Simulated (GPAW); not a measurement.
**Core-hole calculation of the Mo L₃ edge in Mo (Im-3m)**

Aim: the dependence of the Mo L₃ near-edge features of Mo (Im-3m) on volume.

Calculated with GPAW 26.7.0; X-ray absorption from dipole matrix elements to empty bands, plane-wave PAW revPBE.

## (1) The structure

It takes space group Im-3m (No. 229, cubic). The conventional cell has a = 3.147 Å, b = 3.147 Å, c = 3.147 Å, α = 90.00°, β = 90.00°, γ = 90.00°. Nearest to Mo lie 8 Mo at 2.73 Å.

## (2) Ground state of the crystal

A plain self-consistent run shows whether there is a gap, which decides the set-up of the core-hole run.

The input, scf.py:

```python
import numpy as np
from ase import Atoms
from ase.parallel import parprint, paropen
from gpaw import GPAW, PW, FermiDirac, Mixer, MixerDif, setup_paths
from gpaw.test import gen
setup_paths.insert(0, '.')
gen('Mo', name='nch2p', xcname='revPBE', corehole=(2, 1, 0), write_xml=True)
from gpaw.mpi import world
world.barrier()

atoms = Atoms('Mo',
    cell=[[-1.573415, 1.573415, 1.573415],
     [1.573415, -1.573415, 1.573415],
     [1.573415, 1.573415, -1.573415]],
    scaled_positions=[[0, 0, 0]],
    pbc=True)
atoms.calc = calc = GPAW(legacy_gpaw=True, mode=PW(430, force_complex_dtype=True), xc='revPBE', setups={0: 'nch2p'},
    kpts={'size': (11, 11, 11), 'gamma': True}, occupations=FermiDirac(0.05),
    charge=0, mixer=Mixer(0.1, 5, 50), maxiter=150,
    convergence={'density': 0.0001, 'eigenstates': 1e-6}, txt='scf.txt')
energy = atoms.get_potential_energy() + calc.get_reference_energy()
ef = calc.get_fermi_level()
out = dict(energy=energy, fermi=ef, forces=atoms.get_forces().tolist())
parprint(f'all-electron energy {energy:.4f} eV, Fermi level {ef:.4f} eV')
ev = np.array([[calc.get_eigenvalues(k, s) for k in range(len(calc.get_ibz_k_points()))] for s in range(calc.get_number_of_spins())])
out['homo'], out['lumo'], out['counts'] = ev[ev < ef].max(), ev[ev > ef].min(), sorted(set((ev < ef).sum((0, 2)).tolist()))
out['filled'] = (ev[:, 0] < ef).sum(1).tolist()
import json
with paropen('out.json', 'w') as f:
    json.dump(out, f)
```

The run is started by

```sh
$ OMP_NUM_THREADS=1 mpirun -n 4 gpaw python scf.py
```

Numbers of over 12 decimals in the logs are rounded to 6 here.

The program printed:

```text
Input parameters:
  convergence: {density: 0.0001,
                eigenstates: 1e-06}
  kpts: {gamma: True,
         size: (11, 11, 11)}
  maxiter: 150
  mixer: {backend: pulay,
          beta: 0.1,
          method: separate,
          nmaxold: 5,
          weight: 50}
  mode: {ecut: 430.0,
         force_complex_dtype: True,
         name: pw}
  occupations: {fixmagmom: False,
                name: fermi-dirac,
                width: 0.05}
  setups: {0: nch2p}
  xc: revPBE

Initialize ...

[... PAW data sets ...]

Reference energy: -110139.512095  # eV

Spin-paired calculation

[... convergence settings ...]
Symmetries present (total): 48
  [... symmetry matrices ...]

1331 k-points: 11 x 11 x 11 Monkhorst-Pack grid
56 k-points in the irreducible part of the Brillouin zone
       k-points in crystal coordinates                weights
   0:     0.00000000    0.00000000    0.00000000          1/1331
   1:     0.09090909    0.00000000    0.00000000         12/1331
   2:     0.09090909    0.09090909   -0.09090909          6/1331
   3:     0.18181818    0.00000000   -0.09090909         24/1331
   4:     0.18181818    0.00000000    0.00000000         12/1331
   5:     0.18181818    0.09090909   -0.09090909         24/1331
   6:     0.18181818    0.18181818   -0.18181818          6/1331
   7:     0.27272727   -0.09090909   -0.09090909          8/1331
   8:     0.27272727    0.00000000   -0.09090909         48/1331
   9:     0.27272727    0.00000000    0.00000000         12/1331
          ...
  55:     0.45454545    0.45454545    0.45454545          8/1331

Wave functions: Plane wave expansion
  Cutoff energy: 430.000 eV
  Number of coefficients (min, max): 306, 329
  Pulay-stress correction: 0.000000 eV/Ang^3 (de/decut=0.000000)
  Using FFTW library
  Wavefunction extrapolation:
    Improved wavefunction reuse through dual PAW basis

Occupation numbers: Fermi-Dirac:
  width: 0.0500  # eV

Eigensolver
   Davidson(niter=2)

Densities:
  Coarse grid: 14*14*14 grid
  Fine grid: 28*28*28 grid
  Total Charge: 0.000000

Density mixing:
  Method: separate
  Backend: pulay
  Linear mixing parameter: 0.1
  old densities: 5
  Width of damping distribution: 1.1
  Damping of long wavelength oscillations: 50

[... Hamiltonian set-up ...]
Number of atoms: 1
Number of atomic orbitals: 13
Number of bands in calculation: 13
Number of valence electrons: 14
Bands to converge: occupied

... initialized

Initializing position-dependent things.

Density initialized from atomic densities
Creating initial wave functions:
  13 bands from LCAO basis set

       Mo

Atomic positions and initial magnetic moments

Positions:
   0 Mo     0.000000    0.000000    0.000000    ( 0.0000,  0.0000,  0.0000)

Unit cell:
           periodic     x           y           z      points  spacing
  1. axis:    yes   -1.573415    1.573415    1.573415    14     0.1589
  2. axis:    yes    1.573415   -1.573415    1.573415    14     0.1589
  3. axis:    yes    1.573415    1.573415   -1.573415    14     0.1589

  Lengths:   2.725235   2.725235   2.725235
  Angles:  109.471221 109.471221 109.471221

Effective grid spacing dv^(1/3) = 0.1784

iter:   1   -11.595095
iter:   2   -11.343524   -0.90  -1.17
iter:   3   -10.820568   -0.91  -1.24
iter:   4   -10.781959   -3.03  -1.87
iter:   5   -10.779114   -3.55  -1.98
iter:   6   -10.769317   -2.83  -2.15
iter:   7   -10.768490   -4.53  -2.80
iter:   8   -10.768405c  -5.41  -2.92
iter:   9   -10.768405c  -7.20c -4.12c

Converged after 9 iterations.

Dipole moment: (0.000000, 0.000000, -0.000000) |e|*Ang

Energy contributions relative to reference atoms: (reference = -110139.512095)

Kinetic:        -11.927218
Potential:       +6.551737
External:        +0.000000
XC:              -5.104099
Entropy (-ST):   -0.010575
Local:           -0.283538
SIC:             +0.000000
--------------------------
Free energy:    -10.773693
Extrapolated:   -10.768405

Showing only first 2 kpts
 Kpt  Band  Eigenvalues  Occupancy
  0     5     12.28318    2.00000
  0     6     12.28318    2.00000
  0     7     12.28318    2.00000
  0     8     15.26331    0.00000

  1     5     12.08466    2.00000
  1     6     12.24372    2.00000
  1     7     12.62115    2.00000
  1     8     14.99326    0.00000

Fermi level: 13.54699

No gap
No difference between direct/indirect transitions

Forces in eV/Ang:
  0 Mo   -0.00000    0.00000    0.00000
Scalar-relativistic atomic revPBE calculation for Mo (Molybdenum, Z=42)
Core hole in 2p state (2p occupation: 6.0)
750 radial gridpoints.
|------------------------------------------------|
|------------------------------------------------|
[... the atom generator's iteration count ...]

Energy contributions:
-------------------------
Kinetic:    +4171.213108
XC:          -123.645724
Potential:  -8095.119831
-------------------------
Total:      -4047.552447

state      eigenvalue         ekin         rmax
-----------------------------------------------
1s^2.0 :  -727.946978   924.033059        0.023
2s^2.0 :  -102.834077   186.983676        0.130
2p^6.0 :   -91.972657   179.927904        0.104
3s^2.0 :   -17.504804    49.321659        0.384
3p^6.0 :   -13.936490    45.595431        0.377
3d^10.0:    -8.118114    40.165239        0.323
4s^2.0 :    -2.361205    10.982822        0.990
4p^6.0 :    -1.412799     8.831666        1.072
4d^5.0 :    -0.135961     3.939411        1.382
5s^1.0 :    -0.146945     1.091231        2.954
5p^0.0 :    -0.037059     0.427538        4.143
-----------------------------------------------
(units: Bohr and Hartree)

Generating PAW setup
Kinetic energy of the core from tauc = 4155.576383242967
Cutoffs:
rc(s)=2.340
rc(p)=2.450
rc(d)=2.450
rc(vbar)=2.340
rc(comp)=2.270
rc(nct)=2.450

Kinetic energy of the core states: 4075.469186
Charge: 0.0
Core electrons: 28.0
Valence electrons: 14.0
Pseudo-core charge: 0.000407
Shape function alpha=1.941
Pseudo-electron charge 7.293490
state    eigenvalue         norm
--------------------------------
4s(2) :    -2.361205     0.497964
5s(1) :    -0.146945     0.978258
4p(6) :    -1.412799     0.336071
5p(0) :    -0.037059     0.986060
4d(5) :    -0.135961     0.660494
*d    :     0.864039
--------------------------------

Diagonalizing with gridspacing h=0.050

state   all-electron     PAW
-------------------------------
4s:      -2.361205    -2.361878
4p:      -1.412799    -1.414111
4d:      -0.135961    -0.137524
*f:                    0.061654
-------------------------------
all-electron energy -110150.2805 eV, Fermi level 13.5470 eV
```

Wall time 4.2 s (4 MPI ranks of Arm Neoverse V2, shared host); peak memory 0.15 GiB; 16 s of CPU time.

The mesh shows no gap, so the system is treated as a metal and the core electron is put at the Fermi level (neutral cell).

## (3) Reference energy of the supercell

The photon energy needs a difference of total energies, so the cell and mesh of the coming hole run are first run without a hole.

scf.py: that of step 2 with these lines changed.

```diff
@@ -10,10 +10,17 @@
 
-atoms = Atoms('Mo',
-    cell=[[-1.573415, 1.573415, 1.573415],
-     [1.573415, -1.573415, 1.573415],
-     [1.573415, 1.573415, -1.573415]],
-    scaled_positions=[[0, 0, 0]],
+atoms = Atoms('Mo8',
+    cell=[[-3.14683, 3.14683, 3.14683],
+     [3.14683, -3.14683, 3.14683],
+     [3.14683, 3.14683, -3.14683]],
+    scaled_positions=[[0, 0, 0],
+     [0, 0, 0.5],
+     [0, 0.5, 0],
+     [0.5, 0, 0],
+     [0, 0.5, 0.5],
+     [0.5, 0, 0.5],
+     [0.5, 0.5, 0],
+     [0.5, 0.5, 0.5]],
     pbc=True)
 atoms.calc = calc = GPAW(legacy_gpaw=True, mode=PW(430, force_complex_dtype=True), xc='revPBE', setups={0: 'nch2p'},
-    kpts={'size': (11, 11, 11), 'gamma': True}, occupations=FermiDirac(0.05),
+    kpts={'size': (5, 5, 5), 'gamma': True}, occupations=FermiDirac(0.1),
     charge=0, mixer=Mixer(0.1, 5, 50), maxiter=150,
```

The program printed:

```text
Input parameters:
  convergence: {density: 0.0001,
                eigenstates: 1e-06}
  kpts: {gamma: True,
         size: (5, 5, 5)}
  maxiter: 150
  mixer: {backend: pulay,
          beta: 0.1,
          method: separate,
          nmaxold: 5,
          weight: 50}
  mode: {ecut: 430.0,
         force_complex_dtype: True,
         name: pw}
  occupations: {fixmagmom: False,
                name: fermi-dirac,
[...]
5s(1) :    -0.146945     0.978258
4p(6) :    -1.412799     0.336071
5p(0) :    -0.037059     0.986060
4d(5) :    -0.135961     0.660494
*d    :     0.864039
--------------------------------

Diagonalizing with gridspacing h=0.050

state   all-electron     PAW
-------------------------------
4s:      -2.361205    -2.361878
4p:      -1.412799    -1.414111
4d:      -0.135961    -0.137524
*f:                    0.061654
-------------------------------
all-electron energy -881202.3247 eV, Fermi level 13.7170 eV
[key lines of the parts left out:]
Converged after 17 iterations.
Dipole moment: (0.000000, 0.000000, 0.000000) |e|*Ang
Free energy:    -86.357061
Fermi level: 13.71697
```

Elapsed: 21 s, on 4 MPI ranks; peak memory 0.21 GiB.

Reference energy: -881202.325 eV with the cores included.

[end of part 1 of 3]

[Banner, clock and machine lines of the logs are left out without a mark of their own.]

[Logs are printed without paths, hosts, clocks, repeated set-up lines and the standing remarks that a program may print on its own settings, such as how far it seeks lower states.]

[Hosts, paths, dates, database ids (printed as entryN), source tags and the programs' standing remarks are cut or masked in the printed files.]

[Lists of maxima count a maximum above −3 eV only where it reaches 4 % of the highest in the window and stands out from its surroundings by 2 % of it (1.5 % where it reaches 55 %); shoulders and weaker maxima are passed over, and of the rest the first, up to two pre-edge ones and the few strongest are named.]
